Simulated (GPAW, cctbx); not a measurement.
## Reading charge transfer from structure factors

KOs2N2, I4/mmm (no. 139), a = 3.7142 Å, b = 3.7142 Å, c = 11.9990 Å, α = 90.00°, β = 90.00°, γ = 90.00°.

| atom | mult. | x | y | z |
| --- | --- | --- | --- | --- |
| Os1 | 4 | 1/2 | 0 | 1/4 |
| K1 | 2 | 0 | 0 | 0 |
| N1 | 4 | 1/2 | 1/2 | 0.1683 |

The start was made by putting kin elements into a known structure type; the compound need not exist, or be stable, in this form.

Absolute values of the static structure factors of the conventional cell from DFT (PBE, GPAW) against free spherical atoms, in electrons:

```
hkl  d (Å)  free atoms  crystal
002  6.000      270.59   271.13
101  3.548       20.23    19.73
004  3.000      287.14   286.07
103  2.722       47.63    48.35
110  2.626      212.92   212.30
112  2.406      272.23   272.18
105  2.016       16.31    16.36
006  2.000      202.06   201.31
114  1.976      223.60   223.60
200  1.857      274.14   274.56
```

**Question.** Which way does charge move, and which reflections show it best?

Project each element's phase sum on the total phase. |F| rises if density moves to atoms that scatter in phase and falls if it moves to atoms that scatter against it; the rule is for low angles, since changes of shape take over beyond. Where all elements are in phase the terms compete, and the compactness of the donor's and the acceptor's density matters too.

| hkl | Os in phase | K in phase | N in phase | change (e) | (%) |
| --- | --- | --- | --- | --- | --- |
| 002 | +4.0 | -2.0 | +2.1 | +0.53 | +0.2 |
| 101 | 0.0 | +2.0 | -2.0 | -0.50 | -2.5 |
| 004 | +4.0 | +2.0 | -1.9 | -1.08 | -0.4 |
| 103 | 0.0 | +2.0 | +4.0 | +0.71 | +1.5 |
| 110 | +4.0 | -2.0 | -4.0 | -0.62 | -0.3 |
| 112 | +4.0 | +2.0 | -2.1 | -0.05 | 0.0 |
| 105 | 0.0 | +2.0 | -2.2 | +0.05 | +0.3 |
| 006 | +4.0 | -2.0 | -4.0 | -0.74 | -0.4 |

Low-angle reflections that set elements apart and change by more than 0.05 e: 002, 101, 004, 103, 110, 105 and 006 (112 hardly moves and tells little). The signs fit a gain of density on N and a loss on Os and K, apart from 105. The best witness is 101, -2.5 %, where N enters with -2.0. The real-space density agrees: Voronoi charges Os +0.11, K +0.29, N -0.26 e. The shortest bond, Os–N, has Δρ = +0.05 e/Å³ at its midpoint, low for a shared bond; with the charge transfer this is a polar contact.

[Outputs are excerpts: Python notices, other lines and further rows are left out; steps that failed or that the build refused (PBEsol, TPSS) are not shown.]

[Logs are printed without paths, hosts, clocks, repeated set-up lines and the standing remarks that a program may print on its own settings, such as how far it seeks lower states.]
